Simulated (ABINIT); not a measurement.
## BaTiO3 (R3m): G0W0 with ABINIT, start to end

Aim: the G0W0 gap of BaTiO3 (R3m) on LDA, step by step.

Program: ABINIT 10.8.3. Level of theory: LDA and many-body steps on it, plane waves. Results are calculated unless marked as measured.

## 1. Set-up

Symmetry: R3m, No. 160, trigonal system. Conventional cell: a = 5.655 Å, b = 5.655 Å, c = 6.955 Å, α = 90.00°, β = 90.00°, γ = 120.00°. Ba has 12 O at 2.79 to 2.89 Å nearest. Ti has 6 O at 1.87 to 2.14 Å nearest. O has 2 Ti at 1.87 to 2.14 Å and 4 Ba at 2.79 to 2.89 Å nearest. Farther neighbours and most contacts between anions are not listed.

The cell and positions come from the Crystallography Open Database and are kept as given unless a step says otherwise. Spin-orbit coupling is left out unless a step names it.

## 2. Ground state

This step: ABINIT 10.8.3; DFT, LDA, plane waves, norm-conserving pseudopotentials.

The ground-state density comes first.

File run.abi:

```
acell 3*1.0 Angstrom
rprim 
  2.827366608379 1.632380872429 2.318393493212
  -2.827366608379 1.632380872429 2.318393493212
  -0.000000000000 -3.264761744908 2.318393493176
ntypat 3
znucl 56 22 8
natom 5
typat 1 2 3 3 3
xred 
  0.000000000000 0.000000000000 0.000000000000
  0.484500000000 0.484500000000 0.484500000000
  0.508600000000 0.508600000000 0.017500000000
  0.017500000000 0.508600000000 0.508600000000
  0.508600000000 0.017500000000 0.508600000000
pp_dirpath "pseudos"
pseudos "Ba.upf, Ti.upf, O.upf"
ecut 38
ngkpt 6 6 6
nshiftk 1
shiftk 0 0 0
kptopt 1
chksymbreak 0
nband 26
occopt 1
tolvrs 1e-10
nstep 60
prtwf 0
optforces 0
optstress 0
indata_prefix "in"
outdata_prefix "out"
tmpdata_prefix "tmp"
```

On the command line:

```console
OMP_NUM_THREADS=1 mpirun -n 4 abinit run.abi > log
```

Numbers of over 12 decimals in the logs are rounded to 6 here.

The program printed:

```text
.Version 10.8.3 of ABINIT. v10.8.2 released Aug 2026.

 Symmetries : space group R3 m (#160); Bravais hR (rhombohedral)
================================================================================
 Values of the parameters that define the memory need of the present run
     intxc =       0    ionmov =       0      iscf =       7    lmnmax =       6
     lnmax =       6     mgfft =      45  mpssoang =       3    mqgrid =    3001
     natom =       5  nloc_mem =       1    nspden =       1   nspinor =       1
    nsppol =       1      nsym =       6    n1xccc =    2501    ntypat =       3
    occopt =       1   xclevel =       1
-    mband =          26        mffmem =           1         mkmem =           8
       mpw =        4869          nfft =       91125          nkpt =          32
================================================================================
  Rough estimation (10% accuracy) of disk space for files :
================================================================================

--------------------------------------------------------------------------------
------------- Echo of variables that govern the present computation ------------
--------------------------------------------------------------------------------
 -outvars: echo values of preprocessed input variables --------
            acell      1.8897261259E+00  1.8897261259E+00  1.8897261259E+00 Bohr

      chksymbreak           0
             ecut      3.80000000E+01 Hartree
-          fftalg         312

              ixc       -1012
              kpt      0.00000000E+00  0.00000000E+00  0.00000000E+00
                       1.66666667E-01  0.00000000E+00  0.00000000E+00
                       3.33333333E-01  0.00000000E+00  0.00000000E+00
                       5.00000000E-01  0.00000000E+00  0.00000000E+00
                       1.66666667E-01  1.66666667E-01  0.00000000E+00
                       3.33333333E-01  1.66666667E-01  0.00000000E+00
                       5.00000000E-01  1.66666667E-01  0.00000000E+00
                      -3.33333333E-01  1.66666667E-01  0.00000000E+00
                      -1.66666667E-01  1.66666667E-01  0.00000000E+00
   [... 21 further rows ...]
                      -3.33333333E-01  5.00000000E-01  3.33333333E-01
                       5.00000000E-01  5.00000000E-01  5.00000000E-01
         kptrlatt        6    0    0      0    6    0      0    0    6
          kptrlen      4.54010481E+01
P           mkmem           8
            natom           5
            nband          26
            ngfft          45      45      45
             nkpt          32
            nstep          60
             nsym           6
           ntypat           3
              occ      2.000000  2.000000  2.000000  2.000000  2.000000  2.000000
                       2.000000  2.000000  2.000000  2.000000  2.000000  2.000000
                       2.000000  2.000000  2.000000  2.000000  2.000000  2.000000
                       2.000000  2.000000  0.000000  0.000000  0.000000  0.000000
                       0.000000  0.000000
        optforces           0
        optstress           0
            prtwf           0
            rprim      2.8273666084E+00  1.6323808724E+00  2.3183934932E+00
[...]
spgroup         160

           tolvrs      1.00000000E-10

             xred      0.0000000000E+00  0.0000000000E+00  0.0000000000E+00
[...]
znucl       56.00000   22.00000    8.00000

================================================================================

 chkinp: Checking input parameters for consistency.

================================================================================
== DATASET  1 ==================================================================
-   mpi_nproc: 4, omp_nthreads: 1 (-1 if OMP is not activated)

--- !DatasetInfo
iteration_state: {dtset: 1, }
dimensions: {natom: 5, nkpt: 32, mband: 26, nsppol: 1, nspinor: 1, nspden: 1, mpw: 4869, }
cutoff_energies: {ecut:  38.0, pawecutdg:  -1.0, }
electrons: {nelect:   4.00000000E+01, charge:   0.00000000E+00, occopt:   1.00000000E+00, tsmear:   1.00000000E-02, }

 Real(R)+Recip(G) space primitive vectors, cartesian coordinates (Bohr,Bohr^-1):
 R(1)=  5.3429485  3.0847528  4.3811288  G(1)=  0.0935813  0.0540292  0.0760839
 R(2)= -5.3429485  3.0847528  4.3811288  G(2)= -0.0935813  0.0540292  0.0760839
 R(3)=  0.0000000 -6.1695056  4.3811288  G(3)=  0.0000000 -0.1080584  0.0760839
 Unit cell volume ucvol=  4.3325005E+02 bohr^3
 Angles (23,13,12)=  8.98370000E+01  8.98370000E+01  8.98370000E+01 degrees

 getcut: wavevector=  0.0000  0.0000  0.0000  ngfft=  45  45  45
         ecut(hartree)=     38.000   => boxcut(ratio)=   2.09549

--- Pseudopotential description ------------------------------------------------
- Ba Generated using ONCVPSP code by D. R. Hamann
- 56.00000  10.00000  180309                  znucl, zion, pspdat
12 -1012 2 -1 1912                            pspcod,pspxc,lmax,lloc,mmax
     nproj     2     2     2
  pspatm : epsatm=   25.95172157
         --- l  ekb(1:nproj) -->
[...]
pspatm: atomic psp has been read  and splines computed

- Ti Generated using ONCVPSP code by D. R. Hamann
- 22.00000  12.00000  180309                  znucl, zion, pspdat
12 -1012 2 -1 1568                            pspcod,pspxc,lmax,lloc,mmax
     nproj     2     2     2
  pspatm : epsatm=   14.84363209
         --- l  ekb(1:nproj) -->
[...]
pspatm: atomic psp has been read  and splines computed

- O Generated using ONCVPSP code by D. R. Hamann
-  8.00000   6.00000  201201                  znucl, zion, pspdat
12 -1012 2 -1 926                             pspcod,pspxc,lmax,lloc,mmax
     nproj     2     2     1
  pspatm : epsatm=    6.27558587
         --- l  ekb(1:nproj) -->
[...]
2   -1.033686
 pspatm: atomic psp has been read  and splines computed

   2.38488445E+03                                ecore*ucvol(ha*bohr**3)
--------------------------------------------------------------------------------

_setup2: Arith. and geom. avg. npw (full set) are    4845.949    4845.935

================================================================================

--- !BeginCycle
iteration_state: {dtset: 1, }
solver: {iscf: 7, nstep: 60, nline: 4, wfoptalg: 0, }
tolerances: {tolvrs: 1.00E-10, }

     iter   Etot(hartree)      deltaE(h)  residm     vres2
 ETOT  1  -136.78962457010    -1.368E+02 1.201E-01 1.805E+03
 ETOT  2  -128.47422981626     8.315E+00 1.537E-01 3.118E+04
 ETOT  3  -137.31727909038    -8.843E+00 3.807E-02 4.525E+02
 ETOT  4  -137.33473302629    -1.745E-02 1.585E-02 2.890E+02
 ETOT  5  -137.38190348158    -4.717E-02 1.456E-02 7.215E+01
 ETOT  6  -137.39435081481    -1.245E-02 1.823E-02 1.332E+01
 ETOT  7  -137.39714434647    -2.794E-03 6.363E-03 1.452E-01
 ETOT  8  -137.39714710967    -2.763E-06 3.290E-03 1.428E-01
 ETOT  9  -137.39717755495    -3.045E-05 7.616E-03 1.918E-04
 ETOT 10  -137.39717759895    -4.399E-08 3.254E-03 8.498E-05
 ETOT 11  -137.39717761574    -1.680E-08 4.080E-03 1.877E-06
 ETOT 12  -137.39717761617    -4.270E-10 9.107E-04 3.477E-09
 ETOT 13  -137.39717761618    -6.281E-12 1.249E-03 7.142E-10
 ETOT 14  -137.39717761618     3.411E-13 6.542E-04 1.346E-12

 At SCF step   14       vres2   =  1.35E-12 < tolvrs=  1.00E-10 =>converged.

--- !ResultsGS
iteration_state: {dtset: 1, }
comment   : Summary of ground state results
lattice_vectors:
- [  5.3429485,   3.0847528,   4.3811288, ]
- [ -5.3429485,   3.0847528,   4.3811288, ]
- [ -0.0000000,  -6.1695056,   4.3811288, ]
lattice_lengths: [   7.56684,    7.56684,    7.56684, ]
lattice_angles: [ 89.837,  89.837,  89.837, ] # degrees, (23, 13, 12)
lattice_volume:   4.3325005E+02
convergence: {deltae:  3.411E-13, res2:  1.346E-12, residm:  6.542E-04, diffor:  0.000E+00, }
etotal    :  -1.37397178E+02
entropy   :   0.00000000E+00
fermie    :   2.27945647E-01
cartesian_stress_tensor: null
pressure_GPa: null
xred      :
- [  0.0000E+00,   0.0000E+00,   0.0000E+00, Ba]
- [  4.8450E-01,   4.8450E-01,   4.8450E-01, Ti]
- [  5.0860E-01,   5.0860E-01,   1.7500E-02,  O]
- [  1.7500E-02,   5.0860E-01,   5.0860E-01,  O]
- [  5.0860E-01,   1.7500E-02,   5.0860E-01,  O]
cartesian_forces: null
force_length_stats: {min: null, max: null, mean: null, }

 Integrated electronic density in atomic spheres:
 ------------------------------------------------
 Atom  Sphere_radius  Integrated_density
[...]
================================================================================

 ----iterations are completed or convergence reached----

 Mean square residual over all n,k,spin=   59.800E-07; max=  65.419E-05
 reduced coordinates (array xred) for    5 atoms
       0.000000000000      0.000000000000      0.000000000000
       0.484500000000      0.484500000000      0.484500000000
       0.508600000000      0.508600000000      0.017500000000
       0.017500000000      0.508600000000      0.508600000000
       0.508600000000      0.017500000000      0.508600000000
 rms dE/dt=  0.0000E+00; max dE/dt=  0.0000E+00; dE/dt below (all hartree)
    1       0.000000000000      0.000000000000      0.000000000000
    2       0.000000000000      0.000000000000      0.000000000000
    3       0.000000000000      0.000000000000      0.000000000000
    4       0.000000000000      0.000000000000      0.000000000000
    5       0.000000000000      0.000000000000      0.000000000000

 cartesian coordinates (angstrom) at end:
    1      0.000000     0.000000     0.000000
    2      0.000000    -2.422e-11     3.369785
    3     -0.000000     1.603324     2.398842
    4     -1.388520    -0.801662     2.398842
    5      1.388520    -0.801662     2.398842
 length scales=  1.889726125908  1.889726125908  1.889726125908 bohr
              =  1.000000000000  1.000000000000  1.000000000000 angstroms
 prteigrs : about to open file out_EIG
 Fermi (or HOMO) energy (hartree) =   0.22795   Average Vxc (hartree)=  -0.43839
 Eigenvalues (hartree) for nkpt=  32  k points:
 kpt#   1, nband= 26, wtk=  0.00463, kpt=  0.0000  0.0000  0.0000 (reduced coord)
  -1.81567   -0.95583   -0.95583   -0.95547   -0.67945   -0.37697   -0.35096   -0.35096
  -0.13308   -0.13308   -0.13298    0.14662    0.14670    0.14670    0.17905    0.17905
   0.18795    0.20860    0.21387    0.21387    0.31424    0.31424    0.31964    0.39653
   0.40420    0.41136
 prteigrs : prtvol=0 or 1, do not print more k-points.

--- !EnergyTerms
iteration_state     : {dtset: 1, }
comment             : Components of total free energy in Hartree
kinetic             :  6.26775852443735E+01
hartree             :  2.99837969375801E+01
xc                  : -2.77487497594096E+01
Ewald energy        : -1.03236698659663E+02
psp_core            :  5.50463742493026E+00
local_psp           : -1.00753184899619E+02
non_local_psp       : -3.82456390436986E+00
total_energy        : -1.37397177616178E+02
total_energy_eV     : -3.73876766922147E+03
band_energy         : -1.09186738120164E+01

== END DATASET(S) ==============================================================
================================================================================

 -outvars: echo values of variables after computation  --------
           etotal     -1.3739717762E+02
            nband          26
             nkpt          32
          spgroup         160
 [... the other variables as echoed above ...]

 Calculation completed.
```

The job ended after 51 s (4 MPI ranks of Arm Neoverse V2, shared host; peak memory 0.37 GiB; 3.4 min of CPU time).

This step gave:

| Quantity | Value |
| --- | --- |
| total energy | -3738.7677 eV |
| gap | 2.348 eV |
| k of the valence top | 0.5, 0.5, 0.5 |
| k of the conduction bottom | 0, 0, 0 |
| least direct gap | 2.731 eV |

The gap is indirect, with the least direct gap 0.38 eV higher.

(Part 1 of 3 ends here.)

[Paths, hosts, dates, memory and timing lines, banners, echoed tables and standing remarks are left out of the program output.]

[Logs are printed without paths, hosts, clocks, repeated set-up lines and the standing remarks that a program may print on its own settings, such as how far it seeks lower states.]

[Runs of the session that timed out or met a known fault of the program may be left out.]

[Hosts, paths, dates, database ids (printed as entryN), source tags and the programs' standing remarks are cut or masked in the printed files.]

[G0W0 gaps are taken among the corrected bands and points alone; a level outside them can change the order at an edge.]

[Where Ansatz stands beside ABINIT at settings called matched, ABINIT's density can come from a denser mesh and the files from another edition; pairs whose starting gaps differed by over 0.03 eV were left out, so agreement reads better than it is.]
